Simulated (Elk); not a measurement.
**Magnetic state of TiCo from several starts**

A self-consistent run ends on one state, which hangs on the start. Several orders of TiCo are started in Elk and their energies compared.

Method: PBE; all-electron APW+lo, Dirac cores, scalar-relativistic bands, in Elk 11.2.3 (patched build).

## (1) Starting point

It takes space group Pm-3m (No. 221, cubic). The conventional cell has a = 2.986 Å, b = 2.986 Å, c = 2.986 Å, α = 90.00°, β = 90.00°, γ = 90.00°. Nearest to Ti lie 8 Co at 2.59 Å. Nearest to Co lie 8 Ti at 2.59 Å. Farther neighbours are not listed.

The cell comes from a database of computed structures and need not be the stable phase.

## (2) Run 1 (ferro +)

The parallel start comes first: it fits the smallest cell, keeps the most symmetry and shows whether parallel moments form.

Moments are seeded by fields in the spheres (the last three columns under atoms), set against the wanted direction and reduced each loop.

File elk.in:

```
tasks
  0

xctype
  20

rgkmax
  7.0

nempty
  14

swidth
  0.005

reducebf
  0.5

epsengy
  1e-05

maxscl
  100

lmaxi
  2

spinpol
  .true.

sppath
  './'

avec
  5.64293194884 0.00000000000 0.00000000000
  0.00000000000 5.64293194884 0.00000000000
  0.00000000000 0.00000000000 5.64293194884

atoms
  2
  'Ti.in'
  1
  0.0000000000 0.0000000000 0.0000000000   0.000000 0.000000 0.000000
  'Co.in'
  1
  0.5000000000 0.5000000000 0.5000000000   0.000000 0.000000 -0.150000

ngridk
  8 8 8
```

On the command line:

```
$ OMP_NUM_THREADS=4 elk
```

Numbers of over 12 decimals in the logs are rounded to 6 here.

The log of the run:

```text
Warning(gndstate): core states of species 2 leak from the muffin-tin :   0.4851103726E-03

--- INFO.OUT ---
┌─────────────────────────┐
│ Elk code version 11.2.3 │
└─────────────────────────┘

All units are atomic (Hartree, Bohr, etc.)

┌─────────────────────────────────────────────────┐
│ Ground-state run starting from atomic densities │
└─────────────────────────────────────────────────┘

Lattice vectors :
   5.642931949       0.000000000       0.000000000
   0.000000000       5.642931949       0.000000000
   0.000000000       0.000000000       5.642931949

Reciprocal lattice vectors :
   1.113461116       0.000000000       0.000000000
   0.000000000       1.113461116       0.000000000
   0.000000000       0.000000000       1.113461116

Unit cell volume      :    179.6860818
Brillouin zone volume :    1.380464257

Muffin-tin inner radius fraction :   0.1000000000E-01

Nuclei treated as point charges

Species : 1 (Ti)
 parameters loaded from : Ti.in
 name : titanium
 nuclear charge    :   -22.00000000
 electronic charge :    22.00000000
 atomic mass :    87256.20317
 muffin-tin radius :    2.400000000
 number of radial points in muffin-tin :    993
 inner part over the whole radius :   0.9985722337E-02
 number on inner part of muffin-tin    :    699
 approximate nuclear radius :   0.6805665174E-04
 number of mesh points to nuclear radius :    325
 atomic positions (lattice), magnetic fields (Cartesian) :
  1 :   0.00000000  0.00000000  0.00000000    0.00000000  0.00000000  0.00000000

Species : 2 (Co)
 parameters loaded from : Co.in
 name : cobalt
 nuclear charge    :   -27.00000000
 electronic charge :    27.00000000
 atomic mass :    107428.6517
 muffin-tin radius :    2.400000000
 number of radial points in muffin-tin :    993
 inner part over the whole radius :   0.9997676968E-02
 number on inner part of muffin-tin    :    701
 approximate nuclear radius :   0.7243775530E-04
 number of mesh points to nuclear radius :    333
 atomic positions (lattice), magnetic fields (Cartesian) :
  1 :   0.50000000  0.50000000  0.50000000    0.00000000  0.00000000 -0.15000000

Total number of atoms per unit cell :    2
Total muffin-tin volume :    115.8116716
 ratio of muffin-tin to unit cell volume :   0.6445222156

Spin treatment :
 spin-polarised
 global magnetic field (Cartesian) :    0.000000000       0.000000000       0.000000000
 collinear magnetisation in z-direction

Number of Bravais lattice symmetries :   48
Number of crystal symmetries         :   48
Crystal has inversion symmetry
Real symmetric eigensolver will be used

k-point grid :      8     8     8
k-point offset :    0.000000000       0.000000000       0.000000000
k-point set is reduced with full crystal symmetry group
Total number of k-points :       35

Muffin-tin radius times maximum |G+k| :    7.000000000
 using average radius
Maximum |G+k| for APW functions       :    2.916666667
Maximum (1/2)|G+k|²                   :    4.253472222
Maximum |G| for potential and density :    12.00000000
Constant for pseudocharge density :    7
 order of it for each species :   14  14
 order of it for pair densities of each species (exact exchange by exxq0 0: 14) :   10  10
Radial integration step length :    1

G-vector grid sizes :     24    24    24
Number of G-vectors :     5257

Maximum angular momentum used for
 APW functions            :    8
 outer part of muffin-tin :    6
 inner part of muffin-tin :    2

Total nuclear charge    :   -49.00000000
Total core charge       :    22.00000000
Total valence charge    :    27.00000000
Total excess charge     :    0.000000000
Total electronic charge :    49.00000000

Effective Wigner radius, rₛ :   0.9566283558

Number of empty states         :     28
Total number of valence states :     84
Total number of core states    :     22

Third-order local-orbitals added for an l without core states : T
Total number of local-orbitals :     40

Exchange-correlation functional :     20     0     0
 Perdew-Burke-Ernzerhof, Phys. Rev. Lett. 77, 3865 (1996)
 gradient requirement :    1
 generalised gradient approximation (GGA)

Smearing type :    3
 Fermi-Dirac
Smearing width :   0.5000000000E-02
Effective electronic temperature (K) :    1578.875124

Mixing type :    3
 Broyden mixing, J. Phys. A: Math. Gen. 17, L317 (1984)

Kohn-Sham potential initialised from atomic data

┌──────────────────────────────┐
│ Self-consistent loop started │
└──────────────────────────────┘

┌─────────────────┐
│ Loop number : 1 │
└─────────────────┘

Energies :
 Fermi                       :     0.231069
 sum of occupied eigenvalues :     -1304.8741137949
 electron kinetic            :      2276.4333812478
 core electron kinetic       :      2072.4506521142
 Coulomb                     :     -4421.9031640222
 Coulomb potential           :     -3442.6113634100
 nuclear-nuclear             :     -389.36689391493
 electron-nuclear            :     -4637.2973853530
 Hartree                     :      604.76111524567
 Madelung                    :     -2700.5974823173
 xc potential                :     -138.62324302123
 xc effective B-field        :    -0.39229030747950E-01
 external B-field            :      0.000000
 exchange                    :     -99.745725254633
 correlation                 :     -2.240500
 electron entropic           :    -0.22899355014726E-02
 total energy                :     -2247.4582978854
 (external B-field energy excluded from total)

Density of states at Fermi energy :    25.06906249
 (states/Hartree/unit cell)

Estimated indirect band gap :   0.1889970275E-02
 from k-point 15 to k-point 5
Estimated direct band gap   :   0.2803235657E-02
 at k-point 15

Charges :
 core                        :    22.00000000
 valence                     :    27.00000000
 interstitial                :    2.242122832
 muffin-tins (core leakage)
  species : 1 (Ti)
   atom 1                    :    19.81854639     ( -0.2204033684E-06)
  species : 2 (Co)
   atom 1                    :    26.93933078     (  0.4941864659E-03)
 total in muffin-tins        :    46.75787717
 total calculated charge     :    48.99932322
 total charge                :    49.00000000
 error                       :   0.6767805506E-03

Moments :
 interstitial                :  -0.1125485015
 muffin-tins
  species : 1 (Ti)
   atom 1                    :  -0.1745396399
  species : 2 (Co)
   atom 1                    :    1.238637040
 total in muffin-tins        :    1.064097400
 total moment                :   0.9515488988

┌─────────────────┐
│ Loop number : 2 │
└─────────────────┘

Energies :
 Fermi                       :     0.232380
 sum of occupied eigenvalues :     -1304.8153636228
 electron kinetic            :      2277.1846732236
 core electron kinetic       :      2073.1110379985
 Coulomb                     :     -4421.5912662535
 Coulomb potential           :     -3443.0612947752
 nuclear-nuclear             :     -389.36689391493
 electron-nuclear            :     -4636.2262581753
 Hartree                     :      604.00188583670
 Madelung                    :     -2700.0606188659
 xc potential                :     -138.86415869437
 xc effective B-field        :    -0.41297577040225E-01
 external B-field            :      0.000000
 exchange                    :     -99.707343721619
 correlation                 :     -2.240281
 electron entropic           :    -0.22881024678917E-02
 total energy                :     -2246.3565056435
 (external B-field energy excluded from total)

Density of states at Fermi energy :    24.78709040
 (states/Hartree/unit cell)

Estimated indirect band gap :   0.1357626740E-02
 from k-point 5 to k-point 23
Estimated direct band gap   :   0.5057719764E-02
 at k-point 15

Charges :
 core                        :    22.00000000
 valence                     :    27.00000000
 interstitial                :    2.255171898
 muffin-tins (core leakage)
  species : 1 (Ti)
   atom 1                    :    19.86201736     ( -0.2204051448E-06)
  species : 2 (Co)
   atom 1                    :    26.88281074     (  0.4955423304E-03)
 total in muffin-tins        :    46.74482810
 total calculated charge     :    48.99932129
 total charge                :    49.00000000
 error                       :   0.6787124126E-03

Moments :
 interstitial                :  -0.1155514475
 muffin-tins
  species : 1 (Ti)
   atom 1                    :  -0.1835631465
  species : 2 (Co)
   atom 1                    :    1.270792061
 total in muffin-tins        :    1.087228915
 total moment                :   0.9716774673

RMS change in Kohn-Sham potential (target) :    3.883619867     (  0.1000000000E-05)
Absolute change in total energy (target)   :    1.101792242     (  0.1000000000E-04)

[... loops 3 to 22 left out ...]

┌──────────────────┐
│ Loop number : 23 │
└──────────────────┘

Energies :
 Fermi                       :     0.320641
 sum of occupied eigenvalues :     -1301.1623076393
 electron kinetic            :      2276.0968452590
 core electron kinetic       :      2072.3473954931
 Coulomb                     :     -4421.5182345027
 Coulomb potential           :     -3445.0642405950
 nuclear-nuclear             :     -389.36689391493
 electron-nuclear            :     -4634.2158242200
 Hartree                     :      602.06448363218
 Madelung                    :     -2698.9861142053
 xc potential                :     -132.17559872993
 xc effective B-field        :    -0.19314124143339E-01
 external B-field            :      0.000000
 exchange                    :     -99.654633892880
 correlation                 :     -2.239351
 electron entropic           :    -0.48702678015439E-02
 total energy                :     -2247.3202440557
 (external B-field energy excluded from total)

Density of states at Fermi energy :    59.61428321
 (states/Hartree/unit cell)

Estimated indirect band gap :   0.2407863576E-03
 from k-point 15 to k-point 25
Estimated direct band gap   :   0.2483754545E-02
 at k-point 25

Charges :
 core                        :    22.00000000
 valence                     :    27.00000000
 interstitial                :    2.201909986
 muffin-tins (core leakage)
  species : 1 (Ti)
   atom 1                    :    20.43317164     ( -0.2204260809E-06)
  species : 2 (Co)
   atom 1                    :    26.36491838     (  0.4851102984E-03)
 total in muffin-tins        :    46.79809001
 total calculated charge     :    48.99934292
 total charge                :    49.00000000
 error                       :   0.6570753046E-03

Moments :
 interstitial                :  -0.5484636846E-01
 muffin-tins
  species : 1 (Ti)
   atom 1                    :  -0.4877517567E-01
  species : 2 (Co)
   atom 1                    :   0.8262590838
 total in muffin-tins        :   0.7774839081
 total moment                :   0.7226375397

RMS change in Kohn-Sham potential (target) :   0.5755333546E-06 (  0.1000000000E-05)
Absolute change in total energy (target)   :   0.5162289654E-05 (  0.1000000000E-04)

Convergence targets achieved

┌──────────────────┐
│ Loop number : 24 │
└──────────────────┘

Energies :
 Fermi                       :     0.320641
 sum of occupied eigenvalues :     -1301.1623047151
 electron kinetic            :      2276.0968385019
 core electron kinetic       :      2072.3473964483
 Coulomb                     :     -4421.5182266962
 Coulomb potential           :     -3445.0642473632
 nuclear-nuclear             :     -389.36689391493
 electron-nuclear            :     -4634.2158025305
 Hartree                     :      602.06446974921
 Madelung                    :     -2698.9861030146
 xc potential                :     -132.17558256293
 xc effective B-field        :    -0.19313399205340E-01
 external B-field            :      0.000000
 exchange                    :     -99.654632733669
 correlation                 :     -2.239351
 electron entropic           :    -0.48703253751525E-02
 total energy                :     -2247.3202419286
 (external B-field energy excluded from total)

Density of states at Fermi energy :    59.61513380
 (states/Hartree/unit cell)

Estimated indirect band gap :   0.2407843484E-03
 from k-point 15 to k-point 25
Estimated direct band gap   :   0.2483327181E-02
 at k-point 25

Charges :
 core                        :    22.00000000
 valence                     :    27.00000000
 interstitial                :    2.201910041
 muffin-tins (core leakage)
  species : 1 (Ti)
   atom 1                    :    20.43317238     ( -0.2204258323E-06)
  species : 2 (Co)
   atom 1                    :    26.36491758     (  0.4851103726E-03)
 total in muffin-tins        :    46.79808996
 total calculated charge     :    48.99934293
 total charge                :    49.00000000
 error                       :   0.6570745836E-03

Moments :
 interstitial                :  -0.5484689199E-01
 muffin-tins
  species : 1 (Ti)
   atom 1                    :  -0.4878894867E-01
  species : 2 (Co)
   atom 1                    :   0.8262445039
 total in muffin-tins        :   0.7774555552
 total moment                :   0.7226086632

┌──────────────────────────────┐
│ Self-consistent loop stopped │
└──────────────────────────────┘

Warning : core states of species 2 leak from the muffin-tin :   0.4851103726E-03

Wrote STATE.OUT
```

The job ended after 35 s (4 threads of Arm Neoverse V2, shared host; peak memory 0.18 GiB; 2.2 min of CPU time).

This step gave:

| Item | Value |
| --- | --- |
| density of states at the Fermi level | 2.191 states/eV/cell |
| moment between the spheres | -0.05485 μB |
| magnetization | 0.7226 μB |
| final state | ferromagnetic |
| largest moment | 0.8262 μB |

After 24 cycles the largest moment stands at 0.826 μB.

(Continued in part 2 of 2.)

[Logs and program files are shortened in this print: banners, set-up blocks, solver, clock and traceback lines can be left out without a mark of their own.]

[Logs are printed without paths, hosts, clocks, repeated set-up lines and the standing remarks that a program may print on its own settings, such as how far it seeks lower states.]

[Hosts, paths, dates, database ids (printed as entryN), source tags and the programs' standing remarks are cut or masked in the printed files.]

[Where a cell is said to come from a database of computed structures, the database is the Materials Project.]
